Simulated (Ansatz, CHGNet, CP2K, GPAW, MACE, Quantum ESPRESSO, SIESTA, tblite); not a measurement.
# Glassy 77ZrO2-23SiO2 (mol %) (90 atoms): one structure in several programs

Aim: run glassy 77ZrO2-23SiO2 (mol %) (90 atoms) in several programs and set results and cost side by side. A plane-wave run serves as the reference.

Main program and level: Ansatz 0.2.0; Kohn-Sham DFT, PBE, PAW, plane waves.

### Step 1. The system as given

The cell holds 90 atoms: 23 Zr, 7 Si and 60 O. Cell: a = 10.551 Å, b = 10.551 Å, c = 10.551 Å, α = 90.0°, β = 90.0°, γ = 90.0°. 90 atoms (23 Zr, 7 Si, 60 O) placed at random at 4.39 g/cm³, melted at 4000 K for 10 ps at fixed volume with the Morse and Coulomb pair potential with partial charges (Pedone, Malavasi, Menziani, Cormack and Segre, J. Phys. Chem. B 110, 11780 (2006)). Quenched from 1800 K to 300 K at 50 K/ps and fixed volume, held 10 ps at zero pressure, then minimised at fixed cell. Then every atom was moved at random, 0.03 Å r.m.s. a Cartesian component.

### Step 2. Reference: Ansatz, plane waves

The PAW files are the set soft_2.

The input, input.yaml:

```yaml
crystal:
  lattice:
    - [10.55091, 0.0, 0.0]
    - [0.0, 10.55091, 0.0]
    - [0.0, 0.0, 10.55091]
  atoms:
    - { symbol: Zr, position: [0.12943, 0.66174, 0.18382] }
    - { symbol: Zr, position: [0.97571, 0.19964, 0.32028] }
    - { symbol: Zr, position: [0.23148, 0.51308, 0.49722] }
    - { symbol: Zr, position: [0.43377, 0.65285, 0.27605] }
    [... 80 atom lines left out ...]
    - { symbol: O, position: [0.2771, 0.74925, 0.85926] }
    - { symbol: O, position: [0.92132, 0.34787, 0.90283] }
    - { symbol: O, position: [0.23559, 0.95291, 0.46844] }
    - { symbol: O, position: [0.54141, 0.49883, 0.67941] }
    - { symbol: O, position: [0.35479, 0.94402, 0.68872] }
    - { symbol: O, position: [0.09393, 0.99877, 0.7907] }
kpoints:
  mp_grid: { grid: [1, 1, 1] }
hamiltonian:
  xc: pbe
scf:
  occupations: { method: fermi_dirac, width: 0.05 }
output:
  forces: true
  eigenvalues: true
  populations: true
  stress: true
```

The run is started by

```sh
> ansatz run input.yaml --threads 4 --pin off --max-ram 8192MiB --backend cpu --events-out ev --progress --plain --runs-dir out
```

What it wrote:

```text
[...]
Pseudopotentials: kind: paw
Pseudopotential: Zr, paw, valence charge 12, recommended cutoff 420 eV (normal), Zr.paw.azcp
Pseudopotential: Si, paw, valence charge 4, recommended cutoff 420 eV (normal), Si.paw.azcp
Pseudopotential: O, paw, valence charge 6, recommended cutoff 420 eV (normal), O.paw.azcp
[...]
Crystal: 90 atoms, lattice volume = 1174.545 Å³
Basis set: ecut = 420 eV, 22983 PW (Γ), exchange–correlation on 144×144×144 points (8 copies of the dense FFT grid, shifted against one another)
Bands: 422, of which v1, the nominal top of the filled ones, is band 332 counted from 1 (331 counted from 0)
Symmetry: 1 space group operations
Space group: P1 (ITA 1), of the structure as read, at distance tolerance 1.1e-4 Å
k-points: 1
[...]
Initial density: superposition of atomic densities (neutral atoms: chi_scale 0, normalization atom), corrected by the library's trained network
Initial wavefunctions: pseudopotential atomic-orbital guess
[...]
SCF iter   1: F=—  HF=-134851.938940 eV  |F-HF|=—  |Δ(HF+E_count)|=         —  Δρ=4.07e-3  dr2=1.63e-1  ethr=1.77e-3  ⟨swp⟩=6.0  Hψ=1620  notcnv=0  defer=38
preconditioner: auto → Resta (q_TF=auto, 2.481 Å⁻¹)  ε∞=3.9  [insulator: Δε(μ)=3.177 eV  Ē_g=15.882 eV  σ=0.050 eV  W_gap=1.00  n_scr=304 (ndim 8)  ℏωp=26.9 eV  f_vac=0.086  D(μ)=0.00/eV (n_scr^D=0)  ε∞_Penn≈3.9]
[...]
SCF iter   9: F=—  HF=-134851.922595 eV  |F-HF|=—  |Δ(HF+E_count)|=   1.60e-6  Δρ=5.61e-6  dr2=3.73e-7  ethr=2.00e-10  ⟨swp⟩=2.0  Hψ=581  notcnv=0  defer=81
SCF iter  10: F=-134851.922595 eV  HF=-134851.922595 eV  |F-HF|=2.02e-8  |Δ(HF+E_count)|=   1.38e-7  Δρ=2.21e-6  dr2=5.97e-8  ethr=1.51e-11  ⟨swp⟩=11.0  Hψ=2041  notcnv=0
SCF 1 converged in 10 iterations: F = -134851.922595 eV  dr2 = 5.97e-8
[...]
SCF converged after 10 iterations
Free energy (F): -134851.922595 eV
Harris-Foulkes:  -134851.922595 eV  (|F-HF|=2.02e-8)
Internal energy: -134851.922595 eV  (E = F + TS)
E sigma→0 (E₀):  -134851.922595 eV
Fermi energy:    9.334297 eV
--- Per-component energies (eV) ---
[...]
Σ components = -134851.922595   (vs F -134851.922595, Δ=0.00e0)
--- Forces (eV/Å), atoms counted from 1 ---
  atom   1  Zr    -0.43249847    -0.09115384     0.75570542
  atom   2  Zr     1.03994065    -0.33129180    -0.20621765
  atom   3  Zr     0.78230355     0.25467733    -0.87751269
  atom   4  Zr    -1.69501461     0.14392546     0.43278715
[...]
atom  90  O     -0.25247611    -0.22626710    -0.11973979
  max |Σ_I F_I| component: 5.49e-5 eV/Å
--- Stress (GPa, compression-positive) ---
        3.583310       1.353600       1.759769
        1.353599       1.375800       0.061412
        1.759768       0.061411       3.395090
  P = ⅓ Tr σ = 2.7847 GPa (27.847 kbar)
--- Band table (eV) ---
  k-point 0: bands = ["-41.1154", "-40.9235", "-40.7444", "-40.6613", [... 406 levels ...], "14.2719", "14.3303", "14.4084", "14.4296", "14.4817", "14.5057", "14.5727", "14.6195", "14.7263", "14.7795", "14.8317", "14.8937"]
--- Löwdin populations: 90 sites ---
  site symbol       q [e]
     0     Zr     10.5809
     1     Zr     10.4722
     2     Zr     10.3868
[...]
89      O      6.6651
  spilling = 0.006008 (of n_electrons = 664.000000)
```

Run time: 24 s. Hardware: 4 threads of Arm Neoverse V1, shared host; peak memory 1.6 GiB.

Reading the cycles: dr2 is the Hartree energy of the density residual (eV), the measure of convergence; HF is the Harris–Foulkes estimate of the energy, which meets the free energy F at convergence.

The run gave:

| Item | Value |
| --- | --- |
| free energy | -134851.9226 eV |
| free energy per atom | -1498.3547 eV/atom |
| SCF cycles | 10 |
| pressure | 2.785 GPa |
| r.m.s. force component | 1.312 eV/Å |
| longest force | 7.248 eV/Å |
| Fermi energy | 9.334 eV |
| gap (highest filled to lowest empty level) | 3.209 eV |
| spilling of the projection | 0.006008 |

Neighbours are counted within 2.82 Å (O-Zr), 2.12 Å (O-Si).

Length of the force by element and coordination:

| element | coordination | atoms | mean length of the force (eV/Å) | spread | least | most |
| --- | --- | --- | --- | --- | --- | --- |
| O | all | 60 | 1.49 | 1.24 | 0.325 | 7.25 |
| O | 2 | 14 | 2.43 | 1.83 | 0.360 | 7.25 |
| O | 3 | 41 | 1.23 | 0.82 | 0.325 | 4.44 |
| O | 4 | 5 | 0.998 | 0.428 | 0.679 | 1.84 |
| Si | all | 7 | 4.15 | 1.44 | 1.91 | 6.46 |
| Zr | all | 23 | 1.89 | 0.975 | 0.368 | 4.33 |
| Zr | 5 | 2 | 3.23 | 1.10 | 2.13 | 4.33 |
| Zr | 6 | 14 | 1.90 | 0.831 | 1.03 | 3.57 |
| Zr | 7 | 7 | 1.49 | 0.847 | 0.368 | 2.68 |

Löwdin charges by element and coordination (they lack the spilled electrons, 0.044 e an atom on average):

| element | coordination | atoms | mean charge (e) | spread | least | most |
| --- | --- | --- | --- | --- | --- | --- |
| O | all | 60 | -0.703 | 0.048 | -0.803 | -0.612 |
| O | 2 | 14 | -0.737 | 0.0513 | -0.803 | -0.640 |
| O | 3 | 41 | -0.695 | 0.0414 | -0.765 | -0.612 |
| O | 4 | 5 | -0.681 | 0.0433 | -0.758 | -0.640 |
| Si | all | 7 | 1.70 | 0.0245 | 1.67 | 1.74 |
| Zr | all | 23 | 1.49 | 0.0487 | 1.41 | 1.61 |
| Zr | 5 | 2 | 1.50 | 0.0523 | 1.45 | 1.55 |
| Zr | 6 | 14 | 1.50 | 0.0493 | 1.41 | 1.61 |
| Zr | 7 | 7 | 1.48 | 0.0427 | 1.41 | 1.54 |

The levels nearest the highest filled one (over half full), pooled over k-points and spins:

| level less the highest filled one (eV) | occupation |
| --- | --- |
| -0.284 | 2 |
| -0.240 | 2 |
| -0.130 | 2 |
| -0.0712 | 2 |
| -0.0122 | 2 |
| 0 | 2 |
| 3.21 | 0 |
| 3.26 | 0 |
| 3.35 | 0 |
| 3.43 | 0 |
| 3.50 | 0 |
| 3.53 | 0 |

### Step 3. Structure statistics

Density 4.60 g/cm³, 13.05 Å³ an atom.

g(r), total and by pair (bins of 0.2 Å):

| r (Å) | total | O-O | O-Zr | O-Si | Zr-Zr | Zr-Si | Si-Si |
| --- | --- | --- | --- | --- | --- | --- | --- |
| 1.40 | 0.11 | 0.00 | 0.00 | 1.02 | 0.00 | 0.00 | 0.00 |
| 1.60 | 1.01 | 0.00 | 0.00 | 9.78 | 0.00 | 0.00 | 0.00 |
| 1.80 | 0.15 | 0.00 | 0.10 | 1.12 | 0.00 | 0.00 | 0.00 |
| 2.00 | 1.38 | 0.00 | 4.04 | 0.00 | 0.00 | 0.00 | 0.00 |
| 2.20 | 1.91 | 0.00 | 5.60 | 0.00 | 0.00 | 0.00 | 0.00 |
| 2.40 | 0.32 | 0.39 | 0.43 | 0.00 | 0.00 | 0.00 | 0.00 |
| 2.60 | 1.21 | 2.48 | 0.31 | 0.00 | 0.00 | 0.00 | 0.00 |
| 2.80 | 0.99 | 2.10 | 0.09 | 0.13 | 0.00 | 0.35 | 0.00 |
| 3.00 | 1.09 | 2.08 | 0.27 | 0.36 | 0.19 | 0.31 | 2.08 |
| 3.20 | 0.83 | 1.19 | 0.13 | 0.53 | 1.72 | 1.98 | 1.89 |
| 3.40 | 0.97 | 0.90 | 0.44 | 0.83 | 2.90 | 3.69 | 0.00 |
| 3.60 | 0.96 | 0.68 | 0.78 | 1.37 | 2.31 | 2.46 | 0.00 |
| 3.80 | 0.94 | 0.52 | 1.03 | 1.75 | 2.33 | 0.61 | 0.00 |
| 4.00 | 1.01 | 0.75 | 1.16 | 1.81 | 1.10 | 0.35 | 1.18 |
| 4.20 | 1.01 | 0.95 | 1.21 | 1.18 | 0.51 | 0.16 | 2.17 |
| 4.40 | 1.08 | 0.72 | 1.55 | 1.27 | 0.74 | 0.59 | 2.99 |
| 4.60 | 1.10 | 0.77 | 1.69 | 0.89 | 0.50 | 1.25 | 0.00 |
| 4.80 | 0.98 | 0.93 | 1.32 | 0.48 | 0.30 | 0.76 | 1.71 |
| 5.00 | 1.06 | 1.29 | 0.95 | 0.75 | 0.70 | 0.94 | 1.51 |
| 5.20 | 1.05 | 1.21 | 0.82 | 1.06 | 0.91 | 1.50 | 0.00 |

Bonds by pair of elements; cutoffs follow the first minimum of g(r), held within bounds set by covalent radii, and pairs that aren't listed don't count as bonded:

| pair A-B | cutoff (Å) | bonds | mean length (Å) | spread (Å) | shortest (Å) | B about A | A about B |
| --- | --- | --- | --- | --- | --- | --- | --- |
| O-Zr | 2.82 | 143 | 2.15 | 0.131 | 1.89 | 2.38 | 6.22 |
| O-Si | 2.12 | 28 | 1.62 | 0.067 | 1.49 | 0.467 | 4 |

How many atoms have how many bonded neighbours:

| element | mean | 2 | 3 | 4 | 5 | 6 | 7 |
| --- | --- | --- | --- | --- | --- | --- | --- |
| O | 2.85 | 14 | 41 | 5 | 0 | 0 | 0 |
| Si | 4 | 0 | 0 | 7 | 0 | 0 | 0 |
| Zr | 6.22 | 0 | 0 | 0 | 2 | 14 | 7 |

### Step 4. What was run beside it

The programs:
- CHGNet: machine-learned potential, published weights.
- CP2K 2026.2: Gaussian basis with GTH pseudopotentials and a plane-wave density; labels give functional, basis (MOLOPT sets; SR short-range, UZH the newer set with its own potentials), grid cutoff/relative cutoff and solver (OT: orbital transformation; TRS4, TC2, SIGN: linear-scaling purification with its sparsity filter), or its built-in tight binding.
- GPAW 26.7.0: PAW with atomic orbitals (LCAO), plane waves or a real-space grid of spacing h.
- MACE: machine-learned potential, published weights.
- Quantum ESPRESSO 7.5: plane waves; labels (QE) give functional, pseudopotential set and cutoffs of waves/density.
- SIESTA 5.4.2: numerical atomic orbitals, whose automatically made sets are far from complete, with PseudoDojo norm-conserving potentials that we converted to its format (checked against plane waves on the same files for H, C, O, Si, Ge and Ca alone); labels give functional, basis size, energy shift and mesh cutoff.
- tblite 0.8.0: extended tight binding, driven from Python.

All use the same cell and atoms; the electronic-structure runs use the same k-mesh, and an electronic temperature of 580 K (0.05 eV) where levels are smeared.

Differences are against the plane-wave reference, forces as r.m.s. over components; share is that over the reference's r.m.s. force, slope the least-squares factor from reference forces to these. Total energies of different programs have different zeros and aren't compared.

| run | Δ force, r.m.s. (meV/Å) | share (%) | slope | Δ pressure (GPa) | Δ gap (eV) | cores | CPU time | memory (GiB) |
| --- | --- | --- | --- | --- | --- | --- | --- | --- |
| reference | - | - | - | - | - | 4 | 89 s | 1.6 |
| CHGNet 0.3.0 potential | 190 | 14.5 | 0.937 | 2.77 | - | 1 | 4.5 s | 1.3 |
| CHGNet r2SCAN potential | 266 | 20.3 | 0.834 | -4.02 | - | 1 | 5.1 s | 1.3 |
| CP2K PBE, DZVP-MOLOPT-SR, 600/50 Ry, diagonalisation | 63.0 | 4.81 | 0.997 | -0.161 | -0.100 | 4 | 11 min | 6.2 |
| CP2K PBE, SZV-MOLOPT-SR, 600/50 Ry, diagonalisation (coarse) | 1094 | 83.4 | 1.409 | 8.95 | -0.739 | 2 | 4.6 min | 3.4 |
| GPAW PBE, LCAO dzp, h 0.18 Å | 286 | 21.8 | 1.122 | - | -0.166 | 1 | 9.4 min | 2.2 |
| GPAW PBE, LCAO dzp, h 0.18 Å, other mixer settings | 286 | 21.8 | 1.122 | - | -0.166 | 2 | 12 min | 2.5 |
| GPAW PBE, LCAO dzp, h 0.28 Å (coarse) | 1863 | 142 | 1.090 | - | -0.163 | 1 | 3 min | 0.81 |
| GPAW PBE, LCAO szp(dzp), h 0.18 Å (coarse) | 318 | 24.3 | 1.128 | - | -0.379 | 1 | 6.1 min | 2.1 |
| MACE MP-0b3 medium potential | 181 | 13.8 | 0.950 | 2.98 | - | 1 | 9.8 s | 1.1 |
| QE PBE, sssp-1.3.0-efficiency, 60/480 Ry | 39.1 | 2.98 | 1.018 | -0.384 | -0.0022 | 4 | 17 min | 3.9 |
| SIESTA PBE, DZP, shift 0.01 Ry, mesh 500 Ry | 191 | 14.6 | 1.074 | 2.17 | -0.254 | 4 | 7.1 min | 2.6 |
| SIESTA PBE, SZP, shift 0.01 Ry, mesh 500 Ry (coarse) | 410 | 31.3 | 1.214 | 4.44 | -0.404 | 2 | 5.1 min | 1.9 |
| tblite GFN1-xTB | 576 | 43.9 | 0.794 | 2.13 | - | 1 | 5.5 s | 0.12 |

Rows marked coarse use a setting chosen to be so.

Times of the machine-learned potentials are mostly Python's start and the loading of weights.

CPU time is summed over cores on a shared host, where runs went side by side, so it is rough. Symmetry, cutoffs, thresholds, outputs and thread counts weren't matched or tuned between programs; memory under MPI is the largest rank's times the ranks.

Mean charges by element (e), by run and scheme:

| run | scheme | Zr | Si | O |
| --- | --- | --- | --- | --- |
| reference | Löwdin | +1.49 | +1.70 | -0.70 |
| CP2K PBE, DZVP-MOLOPT-SR, 600/50 Ry, diagonalisation | Mulliken | +1.24 | +0.82 | -0.57 |
| CP2K PBE, DZVP-MOLOPT-SR, 600/50 Ry, diagonalisation | Hirshfeld | +0.69 | +0.49 | -0.32 |
| SIESTA PBE, DZP, shift 0.01 Ry, mesh 500 Ry | Hirshfeld | +0.59 | +0.38 | -0.27 |
| tblite GFN1-xTB | Mulliken | +0.98 | +0.54 | -0.44 |

The reference's Löwdin charges lack the electrons that the projection spills, 0.044 e an atom on average.

Within one program, basis, potentials and functional, energies share a zero. Each run against its twin at the usual cutoff or grid and solver:

| run | twin | Δ energy (meV/atom) | Δ force, r.m.s. (meV/Å) | CPU time over the twin's |
| --- | --- | --- | --- | --- |
| GPAW PBE, LCAO dzp, h 0.18 Å, other mixer settings | LCAO dzp, h 0.18 Å | 1.0e-4 | 2.17 | 1.3 (this twin ran on 1 cores) |
| GPAW PBE, LCAO dzp, h 0.28 Å | LCAO dzp, h 0.18 Å | 954 | 1824 | 0.32 |

A second geometry, displaced anew (every atom was moved at random, 0.06 Å r.m.s. a Cartesian component), gives an energy difference that all programs can be tested on. The reference puts it at 86.96 meV/atom.

| run | energy less the first geometry's (meV/atom) | error (meV/atom) | force share at the second geometry (%) |
| --- | --- | --- | --- |
| QE PBE, sssp-1.3.0-efficiency, 60/480 Ry | 87.90 | 0.942 | 2.47 |
| GPAW PBE, LCAO dzp, h 0.18 Å | 95.64 | 8.68 | 15.1 |
| tblite GFN1-xTB | 60.73 | -26.2 | 32.2 |
| MACE MP-0b3 medium potential | 82.89 | -4.08 | 10.0 |
| CHGNet r2SCAN potential | 73.08 | -13.9 | 14.4 |
| CHGNet 0.3.0 potential | 82.16 | -4.80 | 9.67 |
| CP2K PBE, DZVP-MOLOPT-SR, 600/50 Ry, diagonalisation | 86.39 | -0.570 | 3.58 |
| SIESTA PBE, DZP, shift 0.01 Ry, mesh 500 Ry | 93.25 | 6.28 | 10.3 |
| CP2K PBE, SZV-MOLOPT-SR, 600/50 Ry, diagonalisation | 112.3 | 25.3 | 49.7 |
| SIESTA PBE, SZP, shift 0.01 Ry, mesh 500 Ry | 100.8 | 13.8 | 23.1 |
| GPAW PBE, LCAO dzp, h 0.18 Å, other mixer settings | 95.64 | 8.68 | 15.1 |
| GPAW PBE, LCAO szp(dzp), h 0.18 Å | 96.35 | 9.39 | 16.7 |
| GPAW PBE, LCAO dzp, h 0.28 Å | 49.11 | -37.8 | 85.4 |

### Step 5. Outcome

| Quantity | Value |
| --- | --- |
| reference r.m.s. force component | 1.31 eV/Å |
| nearest in forces | QE PBE, sssp-1.3.0-efficiency, 60/480 Ry, 3.0 % |
| farthest in forces | GPAW PBE, LCAO dzp, h 0.28 Å (coarse), 142 % |
| cheapest electronic-structure run beside the reference | tblite GFN1-xTB, 5.5 s of CPU time |

In words: PBE on plane waves or a grid with other potentials, cutoffs or grids, coarse settings apart, differs from the reference by 3.0 % (QE PBE, sssp-1.3.0-efficiency, 60/480 Ry) of the r.m.s. force; this holds the reference's own error, so differences of a few per cent don't tell which side is nearer the exact PBE result (QE's 60 Ry are 816 eV, against the reference's 420 eV). The PBE runs in local orbitals, coarse settings apart, differ by 4.8 % (CP2K PBE, DZVP-MOLOPT-SR, 600/50 Ry, diagonalisation) to 22 % (GPAW PBE, LCAO dzp, h 0.18 Å); basis, grid and potentials can all enter. Tight binding differs by 44 % (tblite GFN1-xTB); it is another model, with fitted parameters of its own, and the xTB methods hold dispersion. Machine-learned potentials differ by 14 % (MACE MP-0b3 medium potential) to 20 % (CHGNet r2SCAN potential); they were trained on other programs' data, some at another functional. Runs with settings chosen to be coarse differ by 24 % (GPAW PBE, LCAO szp(dzp), h 0.18 Å) to 142 % (GPAW PBE, LCAO dzp, h 0.28 Å), their programs' other errors included. One electronic-structure run takes under half the reference's CPU time: tblite GFN1-xTB, at 44 % in 5.5 s against 89 s; its pressure misses by +2.1 GPa. SIESTA PBE, SZP, shift 0.01 Ry, mesh 500 Ry stiffens the forces by a factor of 1.21 while following their directions (correlation 0.983); the slopes of the 2 SIESTA runs lie between 1.07 and 1.21. At the same functional, gaps differ from the reference's 3.21 eV by between -0.74 and -0.00 eV. In pressure, CP2K PBE, SZV-MOLOPT-SR, 600/50 Ry, diagonalisation misses by +8.9 GPa, at the same functional. Charges hang on model, scheme and program or settings: among these rows the mean for Si runs from +0.38 to +1.70 e. The energy difference between the two geometries, 87.0 meV/atom in the reference, is met best by CP2K PBE, DZVP-MOLOPT-SR, 600/50 Ry, diagonalisation (-0.57) and worst by GPAW PBE, LCAO dzp, h 0.28 Å (coarse) (-37.8). In the reference: filled and empty levels are parted by 3.21 eV (at Γ alone); a semilocal functional tends to put such gaps too low. In a disordered cell it changes from sample to sample, and tail or defect levels can set it. In the reference: mean Löwdin charges: O -0.70, Si +1.70, Zr +1.49 e (they miss 0.60 % of the electrons, so they add up to more than the cell's charge). Periodic xTB results under one method name differ between programs and library versions. Machine-learned potentials mimic data converged in k, so the reference's own k-point error enters their differences. The quench rate of 50 K/ps is many orders above laboratory rates, so the cell is likely richer in defects and strain than a real sample. The network of bonds at the start is that of the classical potential that made the cell, and needn't be the one that DFT or experiment would give. The reference's pressure of 2.8 GPa belongs to unrelaxed atoms and would change as they relax. The electronic-structure runs sample only Γ, in a cell whose shortest periodic width is 11 Å.

[Long decimals in the printed logs are rounded to 6 places.]

[Also dropped from logs without a mark: lines with file paths, logging warnings of Python, QE's lines on negative density and diagonalisation, SIESTA's first energy breakdown, zero terms and Voronoi charges.]

[Logs are printed without paths, hosts, clocks, repeated set-up lines and the standing remarks that a program may print on its own settings, such as how far it seeks lower states.]

[Hosts, paths, dates, database ids (printed as entryN), source tags and the programs' standing remarks are cut or masked in the printed files.]

[Not all failed runs are listed: runs killed by the host, ended in a Python traceback or in CONQUEST's support-function errors, and SIESTA runs with faulty potentials for Cu, Fe, Ni or Zn are left out.]
